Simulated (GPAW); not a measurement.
# Magnetic state of free-standing square Ti monolayer, spacing 2.74 A from several starts, part 2 of 2

Wanted: the moments of free-standing square Ti monolayer, spacing 2.74 A and the energy of each order that was tried.

GPAW 26.7.0; PBE; plane waves with GPAW's PAW setups, scalar-relativistic.

So far. Step 2 (Order 1, typed as ferro +): After 17 cycles the largest moment stands at 0.936 μB. Step 3 (Order 2, typed as antiferro q=(1/2,1/2,0) +-): It lies 42.7 meV a seeded atom over the first start.

## 4. Order 3, typed as antiferro q=(0,1/2,0) +-

An opposed order shows whether the pairs that it reverses prefer unlike signs.

The cell is doubled to 2 atoms to hold this order. Its mesh is chosen so that both cells sample the same points.

Input file order3.py:

```python
import json
import numpy as np
from ase import Atoms
from ase.parallel import paropen, parprint
from gpaw import GPAW

atoms = Atoms(['Ti', 'Ti'],
    cell=[[2.74, 0.0, 0.0],
         [0.0, 5.48, 0.0],
         [0.0, 0.0, 14.0]],
    scaled_positions=[[0.0, 0.0, 0.5],
         [0.0, 0.5, 0.5]],
    pbc=True,
    magmoms=[1.0, -1.0])
atoms.calc = GPAW(mode={'name': 'pw', 'ecut': 550},
    xc='PBE',
    kpts={'size': (10, 5, 1), 'gamma': True},
    occupations={'name': 'fermi-dirac', 'width': 0.1},
    convergence={'density': 1e-05, 'energy': 1e-05},
    maxiter=200,
    symmetry={'tolerance': 1e-4},
    txt='order3.txt')
e = atoms.get_potential_energy(force_consistent=True)
res = {'free_energy': e, 'energy_sigma0': atoms.get_potential_energy(), 'fermi_energy': atoms.calc.get_fermi_level()}
res['moments'] = atoms.get_magnetic_moments().tolist()
res['total'] = atoms.get_magnetic_moment()
parprint('site moments (muB):', np.round(res['moments'], 3))
parprint(f"total moment: {res['total']:.3f} muB")
parprint(f'free energy: {e:.6f} eV')
atoms.calc.write('order3.gpw')
with paropen('results.json', 'w') as f:
    json.dump(res, f)
```

On the command line:

```bash
$ OMP_NUM_THREADS=1 python3 order3.py > order3.log
```

The program printed:

```text
site moments (muB): [ 0.654 -0.654]
total moment: 0.000 muB
free energy: -8.959006 eV

--- order3.txt ---
Input parameters:
  mode=PW(ecut=550),
  convergence={'density': 1e-05, 'energy': 1e-05},
  kpts=MonkhorstPack(size=(10, 5, 1), gamma=True),
  maxiter=200,
  occupations=Occupations(name='fermi-dirac', width=0.1),
  symmetry=Symmetry(tolerance=0.0001),
  xc=XC(name='PBE')

Diagonalizing LCAO Hamiltonian
[...]
|          7 |       -34.209 |     1.000 |       -34.209 |     1.000 |
|          8 |        -5.684 |     1.000 |        -5.684 |     1.000 |
[...]
|         15 |        -0.594 |     0.000 |        -0.594 |     0.000 |
|         16 |         0.000 |     0.000 |         0.000 |     0.000 |
|         17 |         0.018 |     0.000 |         0.018 |     0.000 |
|         18 |         0.494 |     0.000 |         0.494 |     0.000 |

No gap
No difference between direct/indirect transitions


[key lines of the parts left out:]
Free energy:      -8.959006
Converged in 22 steps
dipole moment: (-17.355865, -17.355866, 0.000001)  # |e|*Ang
Fermi level: -1.828
```

It took 77 s on 1 MPI rank of Intel Xeon Platinum 8488C (Sapphire Rapids), shared host; peak memory 0.3 GiB.

Spin moment in the augmentation sphere by atom:

```
atom  spin moment in the augmentation sphere (μB)
 Ti1                                        0.654
 Ti2                                       -0.654
```

This step gave:

```
magnetization : 0 μB
final state   : antiferromagnetic
```

It lies 27.2 meV a seeded atom over the first start, and its largest moment is 0.654 μB against 0.936 μB.

## 5. Run 4 (no spin polarisation)

A run without seeds gives the energy of the state without moments.

Input file nospin.py:

```python
import json
import numpy as np
from ase import Atoms
from ase.parallel import paropen, parprint
from gpaw import GPAW

atoms = Atoms(['Ti'],
    cell=[[2.74, 0.0, 0.0],
         [0.0, 2.74, 0.0],
         [0.0, 0.0, 14.0]],
    scaled_positions=[[0.0, 0.0, 0.5]],
    pbc=True)
atoms.calc = GPAW(mode={'name': 'pw', 'ecut': 550},
    xc='PBE',
    kpts={'size': (10, 10, 1), 'gamma': True},
    occupations={'name': 'fermi-dirac', 'width': 0.1},
    convergence={'density': 1e-05, 'energy': 1e-05},
    maxiter=200,
    symmetry={'tolerance': 1e-4},
    txt='nospin.txt')
e = atoms.get_potential_energy(force_consistent=True)
res = {'free_energy': e, 'energy_sigma0': atoms.get_potential_energy(), 'fermi_energy': atoms.calc.get_fermi_level()}
parprint(f'free energy: {e:.6f} eV')
atoms.calc.write('nospin.gpw')
with paropen('results.json', 'w') as f:
    json.dump(res, f)
```

On the command line:

```bash
$ OMP_NUM_THREADS=1 python3 nospin.py > nospin.log
```

The program printed:

```text
free energy: -4.463917 eV

--- nospin.txt ---
Input parameters:
  mode=PW(ecut=550),
  convergence={'density': 1e-05, 'energy': 1e-05},
  kpts=MonkhorstPack(size=(10, 10, 1), gamma=True),
  maxiter=200,
  occupations=Occupations(name='fermi-dirac', width=0.1),
  symmetry=Symmetry(tolerance=0.0001),
  xc=XC(name='PBE')

Diagonalizing LCAO Hamiltonian
Converting LCAO to pw mode
   .------.
  /|      |
 * |      |
[...]
|------------|---------------|-----------|
|          0 |       -58.827 |     2.000 |
|          1 |       -35.311 |     2.000 |
|          2 |       -34.662 |     2.000 |
|          3 |       -34.662 |     2.000 |
|          4 |        -5.660 |     2.000 |
[...]
|          8 |         0.431 |     0.000 |
|          9 |         0.431 |     0.000 |
|         10 |         1.495 |     0.000 |
|         11 |         1.782 |     0.000 |

No gap
No difference between direct/indirect transitions


[key lines of the parts left out:]
Free energy:      -4.463917
Converged in 13 steps
dipole moment: (-8.682481, -8.682481, 0.000000)  # |e|*Ang
Fermi level: -1.822
```

Elapsed: 9.7 s, on 1 MPI rank; peak memory 0.17 GiB.

Read from the output:

```yaml
final_state: non-magnetic (no spin polarisation)
```

It lies 42.8 meV a seeded atom over the first start.

## 6. The states side by side

These are free energies at a smearing of 0.1 eV, so its entropy term is in the differences. They are divided by the number of seeded atoms, so that cells of unlike size compare. Wavevectors q in the names are fractions of the reciprocal vectors of the first run's cell.

Orders:

```
                     start        final state  typed order kept  energy over the lowest (meV a seeded atom)  largest site moment (μB)  net moment (μB a primitive cell)  mesh matched  CPU time (s)
                   ferro +      ferromagnetic               yes                                           0                     0.936                             1.689           yes         21.56
antiferro q=(1/2,1/2,0) +-       non-magnetic                no                                       42.69                   5.28e-4                           3.78e-4           yes         153.7
  antiferro q=(0,1/2,0) +-  antiferromagnetic               yes                                        27.2                    0.6538                                 0           yes         77.13
      no spin polarisation       non-magnetic                 -                                       42.79                         0                                 0           yes          9.64
```

## 7. Outcome

```yaml
lowest_state_found: ferromagnetic (typed ferro +)
largest_site_moment: 0.936 μB
next_state: antiferromagnetic, 27.2 meV a seeded atom higher
energy_gained_by_spin_polarisation: 42.8 meV a seeded atom
```

In words: The lowest state found is ferromagnetic, reached from the start ferro +, with moments up to 0.936 μB. The next state costs 27 meV a seeded atom. 1 start left the typed pattern (a sign turned or a seeded moment died), so such an energy belongs to the state reached, not the one typed. Only 4 starts are shown; other collinear patterns, canted and longer-period orders are not.

[Logs and program files are shortened in this print: banners, set-up blocks, solver, clock and traceback lines can be left out without a mark of their own.]

[Logs are printed without paths, hosts, clocks, repeated set-up lines and the standing remarks that a program may print on its own settings, such as how far it seeks lower states.]

[Hosts, paths, dates, database ids (printed as entryN), source tags and the programs' standing remarks are cut or masked in the printed files.]

[Where a cell is said to come from a database of computed structures, the database is the Materials Project.]
